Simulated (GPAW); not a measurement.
**Dielectric function and optical constants of Ba3SbP**

Aim: the dielectric function of Ba3SbP, and the optical constants that follow from it.

Main program and level: GPAW 26.7.0; DFT, PBE, plane-wave PAW (GPAW data sets), scalar-relativistic, RPA, optical limit.

### 1. Set-up

It takes space group Pm-3m (No. 221, cubic). Conventional cell: a = 6.113 Å, b = 6.113 Å, c = 6.113 Å, α = 90.00°, β = 90.00°, γ = 90.00°. Nearest to Ba lie 2 P at 3.06 Å and 8 Ba at 4.32 Å and 4 Sb at 4.32 Å. Sb has 12 Ba at 4.32 Å nearest. Nearest to P lie 6 Ba at 3.06 Å. Farther neighbours are not listed.

Coordinates:

```
Ba Sb P
1.0
     6.11318    0.00000    0.00000
     0.00000    6.11318    0.00000
     0.00000    0.00000    6.11318
Ba Sb P
3 1 1
Direct
  0.50000 0.50000 0.00000
  0.50000 0.00000 0.50000
  0.00000 0.50000 0.50000
  0.00000 0.00000 0.00000
  0.50000 0.50000 0.50000
```

### 2. Ground state

The self-consistent density comes first; it also tells whether there is a gap, which decides the occupations and the need for a Drude term.

This step: DFT, PBE, plane-wave PAW (GPAW data sets), scalar-relativistic, ground state (GPAW 26.7.0).

gs.py reads:

```python
from ase import Atoms
from ase.dft.bandgap import bandgap
from gpaw import GPAW, PW, FermiDirac

atoms = Atoms(['Ba', 'Ba', 'Ba', 'Sb', 'P'],
              cell=[[6.113177000000, 0.000000000000, 0.000000000000],
                    [0.000000000000, 6.113177000000, 0.000000000000],
                    [0.000000000000, 0.000000000000, 6.113177000000]],
              scaled_positions=[[0.500000000000, 0.500000000000, 0.000000000000],
                                [0.500000000000, 0.000000000000, 0.500000000000],
                                [0.000000000000, 0.500000000000, 0.500000000000],
                                [0.000000000000, 0.000000000000, 0.000000000000],
                                [0.500000000000, 0.500000000000, 0.500000000000]],
              pbc=[True, True, True])
atoms.calc = GPAW(mode=PW(450), xc='PBE', kpts={'size': (4, 4, 4), 'gamma': True},
                  occupations=FermiDirac(0.05), maxiter=150, txt='gs.txt')
print('energy (eV)', atoms.get_potential_energy())
print('Fermi level (eV)', atoms.calc.get_fermi_level())
print('valence electrons', atoms.calc.get_number_of_electrons())
print('gap (eV)', bandgap(atoms.calc, output=None)[0])
print('direct gap (eV)', bandgap(atoms.calc, direct=True, output=None)[0])
atoms.calc.write('gs.gpw')
```

The run is started by

```sh
$ OMP_NUM_THREADS=1 python gs.py
```

Numbers of over 12 decimals in the logs are rounded to 6 here.

The log of the run:

```text
__  _  _
 | _ |_)|_||  |
 |__||  | ||/\| - 26.7.0

Versions:
  Python: 3.12.14
  ASE:    3.29.0
  Numpy:  2.5.5
  Scipy:  1.18.1
  Libxc:  7.0.0

Input parameters:
  mode=PW(ecut=450.000000),
  kpts=MonkhorstPack(size=(4, 4, 4), gamma=True),
  maxiter=150,
  occupations=Occupations(name='fermi-dirac', width=0.05, fixmagmom=False),
  xc=XC(name='PBE')

Diagonalizing LCAO Hamiltonian
Converting LCAO to pw mode
     .--------------.
    /|              |
   / |              |
  /  |              |
 *   |              |
 |   |              |
 | Ba|     P        |
 |   |              |
 |   .---Ba---------.
 |  /              /
 | /       Ba     /
 |/              /
 Sb-------------*

Atoms  # Å, Bohr magnetons
|   | symbol |        x |        y |        z |    initial magnetic moments |
| 0 |     Ba | 3.056589 | 3.056589 | 0.000000 | ( 0.0000,  0.0000,  0.0000) |
| 1 |     Ba | 3.056589 | 0.000000 | 3.056589 | ( 0.0000,  0.0000,  0.0000) |
| 2 |     Ba | 0.000000 | 3.056589 | 3.056589 | ( 0.0000,  0.0000,  0.0000) |
| 3 |     Sb | 0.000000 | 0.000000 | 0.000000 | ( 0.0000,  0.0000,  0.0000) |
| 4 |      P | 3.056589 | 3.056589 | 3.056589 | ( 0.0000,  0.0000,  0.0000) |

Unit cell  # Å
| periodic |        x |        y |        z |  lengths |    angles |
|      yes | 6.113177 | 0.000000 | 0.000000 | 6.113177 | 90.000000 |
|      yes | 0.000000 | 6.113177 | 0.000000 | 6.113177 | 90.000000 |
|      yes | 0.000000 | 0.000000 | 6.113177 | 6.113177 | 90.000000 |

Number of symmetries: 48
Symmetry operations  # r_c * U_cc + t_c -> r_c
|    | kind |            matrix            |
|  0 |  E   |  1, 0, 0,  0, 1, 0,  0, 0, 1 |
|  1 |  σ   |  1, 0, 0,  0, 1, 0,  0, 0,-1 |
|  2 |  σ   |  1, 0, 0,  0, 0, 1,  0, 1, 0 |
|  3 |  C4  |  1, 0, 0,  0, 0, 1,  0,-1, 0 |
|  4 |  C4  |  1, 0, 0,  0, 0,-1,  0, 1, 0 |
|  5 |  σ   |  1, 0, 0,  0, 0,-1,  0,-1, 0 |
|  6 |  σ   |  1, 0, 0,  0,-1, 0,  0, 0, 1 |
|  7 |  C2  |  1, 0, 0,  0,-1, 0,  0, 0,-1 |
|  8 |  σ   |  0, 1, 0,  1, 0, 0,  0, 0, 1 |
|  9 |  C2  |  0, 1, 0,  1, 0, 0,  0, 0,-1 |
| 10 |  C3  |  0, 1, 0,  0, 0, 1,  1, 0, 0 |
| 11 |  S6  |  0, 1, 0,  0, 0, 1, -1, 0, 0 |
| 12 |  S6  |  0, 1, 0,  0, 0,-1,  1, 0, 0 |
| 13 |  C3  |  0, 1, 0,  0, 0,-1, -1, 0, 0 |
| 14 |  C4  |  0, 1, 0, -1, 0, 0,  0, 0, 1 |
| 15 |  S4  |  0, 1, 0, -1, 0, 0,  0, 0,-1 |
| 16 |  C3  |  0, 0, 1,  1, 0, 0,  0, 1, 0 |
| 17 |  S6  |  0, 0, 1,  1, 0, 0,  0,-1, 0 |
| 18 |  σ   |  0, 0, 1,  0, 1, 0,  1, 0, 0 |
| 19 |  C4  |  0, 0, 1,  0, 1, 0, -1, 0, 0 |
| 20 |  C2  |  0, 0, 1,  0,-1, 0,  1, 0, 0 |
| 21 |  S4  |  0, 0, 1,  0,-1, 0, -1, 0, 0 |
| 22 |  S6  |  0, 0, 1, -1, 0, 0,  0, 1, 0 |
| 23 |  C3  |  0, 0, 1, -1, 0, 0,  0,-1, 0 |
| 24 |  S6  |  0, 0,-1,  1, 0, 0,  0, 1, 0 |
| 25 |  C3  |  0, 0,-1,  1, 0, 0,  0,-1, 0 |
| 26 |  C4  |  0, 0,-1,  0, 1, 0,  1, 0, 0 |
| 27 |  σ   |  0, 0,-1,  0, 1, 0, -1, 0, 0 |
| 28 |  S4  |  0, 0,-1,  0,-1, 0,  1, 0, 0 |
| 29 |  C2  |  0, 0,-1,  0,-1, 0, -1, 0, 0 |
| 30 |  C3  |  0, 0,-1, -1, 0, 0,  0, 1, 0 |
| 31 |  S6  |  0, 0,-1, -1, 0, 0,  0,-1, 0 |
| 32 |  C4  |  0,-1, 0,  1, 0, 0,  0, 0, 1 |
| 33 |  S4  |  0,-1, 0,  1, 0, 0,  0, 0,-1 |
| 34 |  S6  |  0,-1, 0,  0, 0, 1,  1, 0, 0 |
| 35 |  C3  |  0,-1, 0,  0, 0, 1, -1, 0, 0 |
| 36 |  C3  |  0,-1, 0,  0, 0,-1,  1, 0, 0 |
| 37 |  S6  |  0,-1, 0,  0, 0,-1, -1, 0, 0 |
| 38 |  σ   |  0,-1, 0, -1, 0, 0,  0, 0, 1 |
| 39 |  C2  |  0,-1, 0, -1, 0, 0,  0, 0,-1 |
| 40 |  σ   | -1, 0, 0,  0, 1, 0,  0, 0, 1 |
| 41 |  C2  | -1, 0, 0,  0, 1, 0,  0, 0,-1 |
| 42 |  C2  | -1, 0, 0,  0, 0, 1,  0, 1, 0 |
| 43 |  S4  | -1, 0, 0,  0, 0, 1,  0,-1, 0 |
| 44 |  S4  | -1, 0, 0,  0, 0,-1,  0, 1, 0 |
| 45 |  C2  | -1, 0, 0,  0, 0,-1,  0,-1, 0 |
| 46 |  C2  | -1, 0, 0,  0,-1, 0,  0, 0, 1 |
| 47 |  i   | -1, 0, 0,  0,-1, 0,  0, 0,-1 |

BZ-sampling:
  Number of BZ points: 64
  Number of IBZ points: 10

  Monkhorst-Pack size: [4, 4, 4]
  Monkhorst-Pack shift: [0.125, 0.125, 0.125]

K-points  # in reciprocal-cell coordinates
|   |                                coordinates |     weight |
| 0 | (  0.00000000,   0.00000000,   0.00000000) | 0.01562500 |
| 1 | (  0.25000000,   0.00000000,   0.00000000) | 0.09375000 |
| 2 | (  0.25000000,   0.25000000,   0.00000000) | 0.18750000 |
| 3 | (  0.25000000,   0.25000000,   0.25000000) | 0.12500000 |
| 4 | (  0.50000000,   0.00000000,   0.00000000) | 0.04687500 |
| 5 | (  0.50000000,   0.25000000,   0.00000000) | 0.18750000 |
| 6 | (  0.50000000,   0.25000000,   0.25000000) | 0.18750000 |
| 7 | (  0.50000000,   0.50000000,   0.00000000) | 0.04687500 |
| 8 | (  0.50000000,   0.50000000,   0.25000000) | 0.09375000 |
| 9 | (  0.50000000,   0.50000000,   0.50000000) | 0.01562500 |

Plane wave coefficients: 4972
Cutoff: 450.000000 eV

Spin-components: 1 (collinear spins)
Bands:           28
Projectors:      29
Spin-degeneracy: 2
Datatype:        complex128

Parallelization:
  kpt:    1
  domain: 1
  band:   1

Density:
  Valence electrons: 50.0
  Components: 1
  Grid points: [30 30 30]
  Charge: 0.0  # |e|

Potential:
  Grid points: [30 30 30]

species:
  Ba:
    name:    Barium
    id:
    Z:       56.0
    valence: 10
    core:    46
    charge:  0.0  # [|e|]
    compensation charges:
      type: gauss
      rc: 0.37  # [Å]
      lmax: 2
    cutoffs:
      filter: 2.06  # [Å]
      core: 2.33  # [Å]
    projectors
    | kind |    occ | energy [eV] | rcut [Å] |
    |   5s |  2.000 |     -33.644 |    1.164 |
    |   6s |  2.000 |      -3.229 |    1.164 |
    |   5p |  6.000 |     -18.744 |    1.164 |
    |    p |        |       0.000 |    1.164 |
    |    d |        |       0.000 |    1.164 |
    |    d |        |      27.211 |    1.164 |

    Using partial waves for Ba as LCAO basis

  Sb:
    name:    Antimony
    id:
    Z:       51.0
    valence: 15
    core:    36
    charge:  0.0  # [|e|]
    compensation charges:
      type: gauss
      rc: 0.36  # [Å]
      lmax: 2
    cutoffs:
      filter: 2.23  # [Å]
      core: 2.23  # [Å]
    projectors
    | kind |    occ | energy [eV] | rcut [Å] |
    |   5s |  2.000 |     -12.815 |    1.154 |
    |   5p |  3.000 |      -4.830 |    1.233 |
    |   4d | 10.000 |     -33.514 |    1.196 |
    |    s |        |      14.396 |    1.154 |
    |    p |        |      22.381 |    1.233 |
    |    d |        |      -6.303 |    1.196 |

    Using partial waves for Sb as LCAO basis

  P:
    name:    Phosphorus
    id:
    Z:       15.0
    valence: 5
    core:    10
    charge:  0.0  # [|e|]
    compensation charges:
      type: gauss
      rc: 0.30  # [Å]
      lmax: 2
    cutoffs:
      filter: 1.69  # [Å]
      core: 1.81  # [Å]
    projectors
    | kind |    occ | energy [eV] | rcut [Å] |
    |   3s |  2.000 |     -13.968 |    0.953 |
    |   3p |  3.000 |      -5.506 |    0.953 |
    |    s |        |      13.244 |    0.953 |
    |    p |        |      21.705 |    0.953 |
    |    d |        |       0.000 |    0.953 |

    Using partial waves for P as LCAO basis

Reference energy: -849417.999440  # eV

eigensolver:
  PPCG
  Converge bands: occupied
  niter=2

density mixing:
  MSR1-Mixer
  Pratt-step length: 0.05
  Maximum mixing coefficient: 0.75
  Old densities: 10
  SVD Regularization: 0.005
  Good broyden scale: 1.0
  Trust region scale: 1.0
  Backstep threshold: 4.0
  History deletion threshold: 6.0
  Fourier metric: weight=20.0, sigma=0.015

occupation numbers:
  Fermi-Dirac:
    width: 0.0500  # eV

poisson solver:
  ecut: 3600.000000  # eV

xc functional:
  name: PBE with 2 nearest neighbor stencil

convergence criteria:
- Maximum [total energy] change in last 3 cyles: 0.0005 eV / valence electron
- Maximum integral of absolute [dens]ity change: 0.0001 electrons / valence electron
- Maximum integral of absolute [eigenst]ate change: 4e-08 eV^2 / valence electron
maximum number of iterations: 150

SCF iterations
|iter     |      energy | eigst |  dens |
|iter:   1||  -21.685446 | -0.08 |       |
|iter:   2||  -21.238763 | -1.60 | -1.03 |
|iter:   3||  -19.601836 | -1.15 | -1.08 |
|iter:   4||  -19.609586 | -2.44 | -1.59 |
|iter:   5||  -19.616890c| -3.09 | -1.94 |
|iter:   6||  -19.617879c| -4.04 | -2.44 |
|iter:   7||  -19.617975c| -4.71 | -2.89 |
|iter:   8||  -19.617962c| -5.67 | -3.49 |
|iter:   9||  -19.617967c| -6.55 | -4.03c|
|iter:  10||  -19.617967c| -7.72c| -4.68c|

Converged in 10 steps
SCF loop duration: 12.593 s (1.259 s/step)
Energy contributions relative to reference atoms: (reference = -849417.999440)

Energy contributions:
  Kinetic:          10.838138
  Coulomb:          -6.053146
  Zero:             -0.042500
  External:          0.000000
  Xc:              -24.359974
  Entropy:          -0.000971
  Spinorbit:         0.000000
  ----------------------------
  Free energy:     -19.618453
  Extrapolated:    -19.617967

dipole moment: (-59.031739, -59.031739, -59.031739)  # |e|*Ang

Fermi level: 5.156
Eigenvalues  # (at kpt = [0.000, 0.000, 0.000])
| band index |      eig [eV] | occ [0-2] |
|          0 |       -23.240 |     2.000 |
|        ... |               |           |
|         17 |        -4.128 |     2.000 |
|         18 |        -2.694 |     2.000 |
|         19 |         4.431 |     2.000 |
|         20 |         4.431 |     2.000 |
|         21 |         4.431 |     2.000 |
|         22 |         4.972 |     1.951 |
|         23 |         4.972 |     1.951 |
|         24 |         4.972 |     1.951 |
|         25 |         5.285 |     0.142 |
|         26 |         5.492 |     0.002 |
|         27 |         5.492 |     0.002 |

Gap: 0.313 eV
Transition (v -> c):
  (s=0, k=0, n=24, [0.00, 0.00, 0.00]) -> (s=0, k=0, n=25, [0.00, 0.00, 0.00])
No difference between direct/indirect transitions

--- standard output ---
energy (eV) -19.617967
Fermi level (eV) 5.156380
valence electrons 50.0
gap (eV) 0.312726
direct gap (eV) 0.312726
```

Run time: 15 s. Hardware: 1 thread of Intel Xeon 6975P-C (Granite Rapids), shared host; peak memory 0.21 GiB.

This step gave:

| Quantity | Value |
| --- | --- |
| energy | -19.62 eV |
| Fermi energy | 5.156 eV |
| gap on the k-mesh | 0.3127 eV |
| direct gap on the mesh | 0.3127 eV |
| electrons | 50 |

There is a gap, 0.31 eV on this mesh (points off the mesh can give less), so no carriers' term is needed.

### 3. Bands for the response

At the fixed density, many empty bands are solved on the mesh of the response, since the spectrum sums over them.

This step: DFT, PBE, plane-wave PAW (GPAW data sets), scalar-relativistic, bands at fixed density (GPAW 26.7.0).

nscf.py reads:

```python
from ase.dft.bandgap import bandgap
from gpaw import GPAW, FermiDirac

calc = GPAW('gs.gpw').fixed_density(kpts={'size': (4, 4, 4), 'gamma': True}, nbands=103, convergence={'bands': 97},
                                    occupations=FermiDirac(0.001), txt='nscf.txt')
print('gap (eV)', bandgap(calc, output=None)[0])
print('direct gap (eV)', bandgap(calc, direct=True, output=None)[0])
print('top band over the Fermi level (eV)', min(calc.get_eigenvalues(kpt=k)[96] for k in range(len(calc.get_ibz_k_points()))) - calc.get_fermi_level())
calc.write('full.gpw', mode='all')
```

The run is started by

```sh
$ OMP_NUM_THREADS=1 python nscf.py
```

The log of the run:

```text
Diagonalizing LCAO Hamiltonian
Converting LCAO to pw mode
convergence criteria:
- Maximum integral of absolute [eigenst]ate change: 4e-08 eV^2 / valence electron
maximum number of iterations: 150

SCF iterations
|iter     |      energy | eigst |  dens |
|iter:   1||             | +3.63 |       |
|iter:   2||             | +2.48 |       |
|iter:   3||             | +1.61 |       |
|iter:   4||             | +0.78 |       |
|iter:   5||             | +0.14 |       |
|iter:   6||             | -0.23 |       |
|iter:   7||             | -0.55 |       |
|iter:   8||             | -0.87 |       |
|iter:   9||             | -1.15 |       |
|iter:  10||             | -1.39 |       |
[... 28 further cycles ...]
|iter:  39||             | -6.39 |       |
|iter:  40||             | -6.57 |       |
|iter:  41||             | -6.72 |       |
|iter:  42||             | -6.90 |       |
|iter:  43||             | -7.03 |       |
|iter:  44||             | -7.21 |       |
|iter:  45||             | -7.25 |       |
|iter:  46||             | -7.33 |       |
|iter:  47||             | -7.36 |       |
|iter:  48||             | -7.49c|       |
SCF steps: 48
  __  _  _
 | _ |_)|_||  |
 |__||  | ||/\| - 26.7.0

Versions:
  Python: 3.12.14
  ASE:    3.29.0
  Numpy:  2.5.5
  Scipy:  1.18.1
  Libxc:  7.0.0

Input parameters:
  mode=PW(ecut=450.000000),
  convergence={'bands': 97},
  gpts=array([30, 30, 30]),
  kpts=MonkhorstPack(size=(4, 4, 4), gamma=True),
  maxiter=150,
  nbands=103,
  occupations=Occupations(name='fermi-dirac', width=0.001, fixmagmom=False),
  parallel={},
  xc=XC(name='PBE')

--- standard output ---
gap (eV) 0.312726
direct gap (eV) 0.312726
top band over the Fermi level (eV) 20.547364
```

Run time: 3.3 min. Hardware: 1 thread; peak memory 0.31 GiB.

(Continued in part 2 of 2.)

[Machine, clock and banner lines and Python warnings are left out of the logs.]

[Logs are printed without paths, hosts, clocks, repeated set-up lines and the standing remarks that a program may print on its own settings, such as how far it seeks lower states.]

[Hosts, paths, dates, database ids (printed as entryN), source tags and the programs' standing remarks are cut or masked in the printed files.]
